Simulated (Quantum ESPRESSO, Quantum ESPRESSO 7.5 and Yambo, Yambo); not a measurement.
**BaTiO3 (P4mm): G0W0 with Yambo, start to end**

How does a plane-wave GW calculation on BaTiO3 (P4mm) run from the first input to the gap?

Program: Quantum ESPRESSO 7.5 and Yambo 5.3.0. Level of theory: PBE and many-body steps on it, plane waves. Results are calculated unless marked as measured.

Report form: the programs' logs are mostly left out.

The database entry behind the starting cell differs from later determinations by our own check (c/a about 0.6 % short), so it need not match the best structure at ambient conditions.

### 1. Set-up

The structure is tetragonal, space group P4mm (No. 99). Conventional cell: a = 4.000 Å, b = 4.000 Å, c = 4.018 Å, α = 90.00°, β = 90.00°, γ = 90.00°. Nearest to Ba lie 12 O at 2.79 to 2.88 Å. Nearest to Ti lie 6 O at 1.89 to 2.13 Å. O has 2 Ti at 1.89 to 2.13 Å and 4 Ba at 2.83 Å nearest. O has 2 Ti at 2.00 Å and 4 Ba at 2.79 to 2.88 Å nearest. Farther neighbours and most contacts between anions are not listed.

Coordinates:

```cif
data_structure
_symmetry_space_group_name_H-M 'P4mm'
_symmetry_Int_Tables_number 99
_cell_length_a 3.9998
_cell_length_b 3.9998
_cell_length_c 4.0180
_cell_angle_alpha 90.000
_cell_angle_beta 90.000
_cell_angle_gamma 90.000
_cell_volume 64.28
loop_
_atom_site_label
_atom_site_type_symbol
_atom_site_symmetry_multiplicity
_atom_site_Wyckoff_symbol
_atom_site_fract_x
_atom_site_fract_y
_atom_site_fract_z
_atom_site_occupancy
Ba1 Ba 1 a 0.00000 0.00000 0.00000 1
Ti1 Ti 1 b 0.50000 0.50000 0.49000 1
O1 O 1 b 0.50000 0.50000 0.01900 1
O2 O 2 c 0.50000 0.00000 0.51700 1
```

The cell and positions come from the Crystallography Open Database and are kept as given unless a step says otherwise.

### 2. Ground state

This step: Quantum ESPRESSO 7.5; DFT, PBE with spin-orbit coupling, plane waves, norm-conserving pseudopotentials.

The ground-state density comes first.

pw.in

```
&control
  calculation = 'scf'
  prefix = 'x'
  outdir = 'o'
  pseudo_dir = 'pseudo'
/
&system
  ibrav = 0
  nat = 5
  ntyp = 3
  ecutwfc = 76.0
  nbnd = 52
  force_symmorphic = .true.
  noncolin = .true.
  lspinorb = .true.
/
&electrons
  conv_thr = 1e-10
  electron_maxstep = 80
  mixing_beta = 0.5
/
ATOMIC_SPECIES
  Ba 137.33 Ba.upf
  Ti 47.867 Ti.upf
  O 15.999 O.upf
CELL_PARAMETERS angstrom
  3.9998000000 0.0000000000 0.0000000000
  0.0000000000 3.9998000000 0.0000000000
  0.0000000000 0.0000000000 4.0180000000
ATOMIC_POSITIONS crystal
  Ba 0.0000000000 0.0000000000 0.0000000000
  Ti 0.5000000000 0.5000000000 0.4900000000
  O 0.5000000000 0.5000000000 0.0190000000
  O 0.5000000000 0.0000000000 0.5170000000
  O 0.0000000000 0.5000000000 0.5170000000
K_POINTS automatic
  6 6 6 0 0 0
```

Run with:

```sh
$ OMP_NUM_THREADS=1 mpirun -n 4 pw.x -nk 4 -in pw.in > pw.out
```

Run time: 2.1 min. Hardware: 4 MPI ranks of Arm Neoverse V1, shared host; peak memory 0.85 GiB; 8.3 min of CPU time.

This step gave:

- total energy: -3738.6270 eV
- gap: 1.825 eV
- k of the valence top: -0.5, -0.5, -0.5
- k of the conduction bottom: 0, 0, 0
- least direct gap: 2.058 eV

The gap is indirect, with the least direct gap 0.23 eV higher.

### 3. Bands along the symmetry lines

Levels along a band path, at the cheap level, show where the edges lie and whether the meshes to come will hold them.

pw.in

```
&control
  calculation = 'bands'
  prefix = 'x'
  outdir = 'o'
  pseudo_dir = 'pseudo'
/
&system
  ibrav = 0
  nat = 5
  ntyp = 3
  ecutwfc = 76.0
  nbnd = 52
  force_symmorphic = .true.
  noncolin = .true.
  lspinorb = .true.
/
&electrons
  conv_thr = 1e-9
  electron_maxstep = 80
  diago_full_acc = .true.
  diago_thr_init = 5e-6
/
ATOMIC_SPECIES
  Ba 137.33 Ba.upf
  Ti 47.867 Ti.upf
  O 15.999 O.upf
CELL_PARAMETERS angstrom
  3.9998000000 0.0000000000 0.0000000000
  0.0000000000 3.9998000000 0.0000000000
  0.0000000000 0.0000000000 4.0180000000
ATOMIC_POSITIONS crystal
  Ba 0.0000000000 0.0000000000 0.0000000000
  Ti 0.5000000000 0.5000000000 0.4900000000
  O 0.5000000000 0.5000000000 0.0190000000
  O 0.5000000000 0.0000000000 0.5170000000
  O 0.0000000000 0.5000000000 0.5170000000
K_POINTS crystal
  75
  0.00000000 0.00000000 0.00000000 1
  0.00000000 0.06250000 0.00000000 1
  0.00000000 0.12500000 0.00000000 1
  0.00000000 0.18750000 0.00000000 1
  0.00000000 0.25000000 0.00000000 1
  0.00000000 0.31250000 0.00000000 1
  0.00000000 0.37500000 0.00000000 1
  0.00000000 0.43750000 0.00000000 1
  0.00000000 0.50000000 0.00000000 1
  0.06250000 0.50000000 0.00000000 1
  0.12500000 0.50000000 0.00000000 1
  0.18750000 0.50000000 0.00000000 1
  0.25000000 0.50000000 0.00000000 1
  0.31250000 0.50000000 0.00000000 1
  0.37500000 0.50000000 0.00000000 1
  0.43750000 0.50000000 0.00000000 1
  0.50000000 0.50000000 0.00000000 1
  0.43750000 0.43750000 0.00000000 1
  0.37500000 0.37500000 0.00000000 1
  0.31250000 0.31250000 0.00000000 1
  0.25000000 0.25000000 0.00000000 1
  0.18750000 0.18750000 0.00000000 1
  0.12500000 0.12500000 0.00000000 1
  0.06250000 0.06250000 0.00000000 1
  0.00000000 0.00000000 0.00000000 1
  0.00000000 0.00000000 0.06250000 1
  0.00000000 0.00000000 0.12500000 1
  0.00000000 0.00000000 0.18750000 1
  0.00000000 0.00000000 0.25000000 1
  0.00000000 0.00000000 0.31250000 1
  0.00000000 0.00000000 0.37500000 1
  0.00000000 0.00000000 0.43750000 1
  0.00000000 0.00000000 0.50000000 1
  0.00000000 0.06250000 0.50000000 1
  0.00000000 0.12500000 0.50000000 1
  0.00000000 0.18750000 0.50000000 1
  0.00000000 0.25000000 0.50000000 1
  0.00000000 0.31250000 0.50000000 1
  0.00000000 0.37500000 0.50000000 1
  0.00000000 0.43750000 0.50000000 1
  0.00000000 0.50000000 0.50000000 1
  0.06250000 0.50000000 0.50000000 1
  0.12500000 0.50000000 0.50000000 1
  0.18750000 0.50000000 0.50000000 1
  0.25000000 0.50000000 0.50000000 1
  0.31250000 0.50000000 0.50000000 1
  0.37500000 0.50000000 0.50000000 1
  0.43750000 0.50000000 0.50000000 1
  0.50000000 0.50000000 0.50000000 1
  0.43750000 0.43750000 0.50000000 1
  0.37500000 0.37500000 0.50000000 1
  0.31250000 0.31250000 0.50000000 1
  0.25000000 0.25000000 0.50000000 1
  0.18750000 0.18750000 0.50000000 1
  0.12500000 0.12500000 0.50000000 1
  0.06250000 0.06250000 0.50000000 1
  0.00000000 0.00000000 0.50000000 1
  0.00000000 0.50000000 0.00000000 1
  0.00000000 0.50000000 0.06250000 1
  0.00000000 0.50000000 0.12500000 1
  0.00000000 0.50000000 0.18750000 1
  0.00000000 0.50000000 0.25000000 1
  0.00000000 0.50000000 0.31250000 1
  0.00000000 0.50000000 0.37500000 1
  0.00000000 0.50000000 0.43750000 1
  0.00000000 0.50000000 0.50000000 1
  0.50000000 0.50000000 0.00000000 1
  0.50000000 0.50000000 0.06250000 1
  0.50000000 0.50000000 0.12500000 1
  0.50000000 0.50000000 0.18750000 1
  0.50000000 0.50000000 0.25000000 1
  0.50000000 0.50000000 0.31250000 1
  0.50000000 0.50000000 0.37500000 1
  0.50000000 0.50000000 0.43750000 1
  0.50000000 0.50000000 0.50000000 1
```

Run time: 63 s. Hardware: 4 MPI ranks; peak memory 0.45 GiB.

This step gave:

```yaml
gap: 1.825 eV
k_of_the_valence_top: 0.5, 0.5, 0.5
k_of_the_conduction_bottom: 0, 0, 0
least_direct_gap: 2.058 eV
```

The gap is 1.825 eV, as in the run before at this level.

Electronic bands along the path, in eV, zero at the top of the highest filled band:

```tsv
point	band 37	band 38	band 39	band 40	band 41	band 42	band 43	band 44
Γ	-0.24	-0.24	-0.23	-0.23	1.82	1.82	2.03	2.03
halfway	-0.67	-0.66	-0.56	-0.55	2.09	2.10	2.76	2.77
X	-0.94	-0.94	-0.83	-0.83	2.17	2.17	3.53	3.53
halfway	-1.08	-1.05	-0.49	-0.49	2.83	2.85	3.57	3.58
M	-0.88	-0.88	-0.07	-0.07	3.58	3.58	3.59	3.59
halfway	-0.91	-0.90	-0.48	-0.48	2.71	2.73	2.90	2.90
Γ	-0.24	-0.24	-0.23	-0.23	1.82	1.82	2.03	2.03
halfway	-0.53	-0.53	-0.47	-0.47	1.90	1.90	2.86	2.86
Z	-0.71	-0.71	-0.68	-0.68	1.97	1.97	3.58	3.58
halfway	-1.10	-1.07	-0.57	-0.57	2.83	2.83	3.60	3.60
R	-0.81	-0.81	-0.15	-0.15	3.56	3.56	3.61	3.61
halfway	-0.52	-0.51	-0.12	-0.12	3.85	3.86	3.86	3.87
A	-0.08	-0.08	0.00	0.00	4.21	4.21	4.21	4.21
halfway	-0.65	-0.65	-0.57	-0.57	3.32	3.33	3.75	3.75
Z	-0.71	-0.71	-0.68	-0.68	1.97	1.97	3.58	3.58
jump to X	-0.94	-0.94	-0.83	-0.83	2.17	2.17	3.53	3.53
halfway	-1.15	-1.15	-0.56	-0.56	2.93	2.93	3.55	3.55
R	-0.81	-0.81	-0.15	-0.15	3.56	3.56	3.61	3.61
jump to M	-0.88	-0.88	-0.07	-0.07	3.58	3.58	3.59	3.59
halfway	-0.59	-0.59	-0.04	-0.04	3.87	3.87	3.88	3.88
A	-0.08	-0.08	0.00	0.00	4.21	4.21	4.21	4.21
```

### 4. Empty states on the mesh, 4×4×4 mesh, 100 bands

The sums over transitions need many empty states on a uniform mesh; this step solves for them.

pw.in

```
&control
  calculation = 'nscf'
  prefix = 'x'
  outdir = 'o'
  pseudo_dir = 'pseudo'
/
&system
  ibrav = 0
  nat = 5
  ntyp = 3
  ecutwfc = 76.0
  nbnd = 100
  force_symmorphic = .true.
  noncolin = .true.
  lspinorb = .true.
/
&electrons
  conv_thr = 1e-9
  electron_maxstep = 80
  diago_full_acc = .true.
  diago_thr_init = 5e-6
/
ATOMIC_SPECIES
  Ba 137.33 Ba.upf
  Ti 47.867 Ti.upf
  O 15.999 O.upf
CELL_PARAMETERS angstrom
  3.9998000000 0.0000000000 0.0000000000
  0.0000000000 3.9998000000 0.0000000000
  0.0000000000 0.0000000000 4.0180000000
ATOMIC_POSITIONS crystal
  Ba 0.0000000000 0.0000000000 0.0000000000
  Ti 0.5000000000 0.5000000000 0.4900000000
  O 0.5000000000 0.5000000000 0.0190000000
  O 0.5000000000 0.0000000000 0.5170000000
  O 0.0000000000 0.5000000000 0.5170000000
K_POINTS automatic
  4 4 4 0 0 0
```

The job ended after 40 s (4 MPI ranks; peak memory 0.6 GiB).

This step gave:

* gap: 1.825 eV
* k of the valence top: -0.5, -0.5, -0.5
* k of the conduction bottom: 0, 0, 0
* least direct gap: 2.058 eV
* k points computed: 18
* lowest point of the top converged band, above the valence top: 27.06 eV

On this mesh the gap is 1.825 eV.

### 5. Conversion and set-up

This step: Yambo 5.3.0; conversion and set-up on PBE with spin-orbit coupling, plane waves, norm-conserving pseudopotentials.

The states are converted to the many-body program's format and the q mesh is built.

Run with:

```sh
$ (cd o/x.save; p2y > p2y.log; mv SAVE ../..); yambo > setup.log
```

Run time: 4.5 s. Hardware: 1 MPI rank; peak memory 0.25 GiB.

### 6. Screening and self-energy, 4×4×4 mesh, 100 bands, screening to 68 eV

G0W0 replaces the xc potential by the self-energy, built once from these orbitals. Only a window of levels is corrected, while the sums run over the empty bands that the input names.

This step: G0W0 on PBE with spin-orbit coupling, plane waves, norm-conserving pseudopotentials.

gw1.in

```
HF_and_locXC
gw0
dyson
ppa
em1d
rim_cut
RandQpts= 1000000
RandGvec= 1 RL
EXXRLvcs= 76 Ry
VXCRLvcs= 304 Ry
Chimod= "HARTREE"
% BndsRnXp
 1 | 100 |
%
NGsBlkXp= 5 Ry
% LongDrXp
 1 | 1 | 1 |
%
% GbndRnge
 1 | 100 |
%
DysSolver= "n"
ExtendOut
PPAPntXp= 27.21138 eV
% QPkrange
 1 | 18 | 35 | 46 |
%
```

Run with:

```sh
$ OMP_NUM_THREADS=1 mpirun -n 4 yambo -F gw1.in -J gw1 -C gw1 > gw1.log
```

Elapsed: 12 min, on 4 MPI ranks; peak memory 6 GiB.

This step gave:

| Item | Value |
| --- | --- |
| G0W0 gap on the mesh | 3.396 eV |
| starting gap on the mesh | 1.825 eV |
| k of the valence top | -0.5, -0.5, -0.5 |
| k of the conduction bottom | 0, 0, 0 |
| least direct G0W0 gap on the computed points | 3.598 eV |
| Z at the valence top | 0.7599 |
| Z at the conduction bottom | 0.7736 |

The gap on the mesh goes from 1.82 eV to 3.40 eV, a correction of +1.57 eV.

Limits: finite bands, cutoff and mesh; coarse k mesh. v1 is the top filled band, c1 the lowest empty one. Levels before and after the correction, in eV, zero at the valence-band top of each column:

```tsv
	conduction bottom	valence top
Kohn-Sham	1.82	0.00
G0W0	3.40	0.00
```

```tsv
	level	energy (eV)
Kohn-Sham	Γ v3	-0.243
Kohn-Sham	Γ v2-v1	-0.234
Kohn-Sham	Γ c1-c2	1.825
Kohn-Sham	Γ c3	2.026
Kohn-Sham	(-0.5 -0.5 -0.5) v3	-0.079
Kohn-Sham	(-0.5 -0.5 -0.5) v2-v1	0.000
Kohn-Sham	(-0.5 -0.5 -0.5) c1-c2	4.207
Kohn-Sham	(-0.5 -0.5 -0.5) c3	4.208
G0W0	Γ v3	-0.225
G0W0	Γ v2-v1	-0.202
G0W0	Γ c1-c2	3.396
G0W0	Γ c3	3.605
G0W0	(-0.5 -0.5 -0.5) v3	-0.108
G0W0	(-0.5 -0.5 -0.5) v2-v1	0.000
G0W0	(-0.5 -0.5 -0.5) c1-c2	6.070
G0W0	(-0.5 -0.5 -0.5) c3	6.046
```

### 7. Where the time went

Times are wall times on the hardware named with each run, good to a factor of about two.

```tsv
step	time	share	memory (GiB)
ground state	2.1 min	13 %	0.85
bands along the symmetry lines	63 s	7 %	0.45
empty states on the mesh	40 s	4 %	0.6
conversion and set-up	4.5 s	0 %	0.25
screening and self-energy	12 min	76 %	6.0
```

### 8. Results

```yaml
pbe_gap: 1.82 eV, indirect
g0w0_gap_on_the_mesh: 3.40 eV
gw_settings: 4×4×4 mesh, 100 bands, screening to 68 eV, Godby-Needs plasmon pole
known_limits: not at the basis limit; coarse k mesh
```

In words: G0W0 moves the gap on the mesh from 1.82 eV to 3.40 eV (+1.57 eV), with Z of 0.76 and 0.77 at the edges. The dearest step here is «screening and self-energy». Bands and cutoff are finite, so the gap is not at the basis limit. The miss can reach some tenths of an eV and take either sign; the mesh is an error of its own. The 4×4×4 mesh is coarse for this cell, which bears on the long-range parts of exchange and screening.

[Paths, hosts, dates, memory and timing lines, banners, echoed tables and standing remarks are left out of the program output.]

[Logs are printed without paths, hosts, clocks, repeated set-up lines and the standing remarks that a program may print on its own settings, such as how far it seeks lower states.]

[Runs of the session that timed out or met a known fault of the program may be left out.]

[Hosts, paths, dates, database ids (printed as entryN), source tags and the programs' standing remarks are cut or masked in the printed files.]
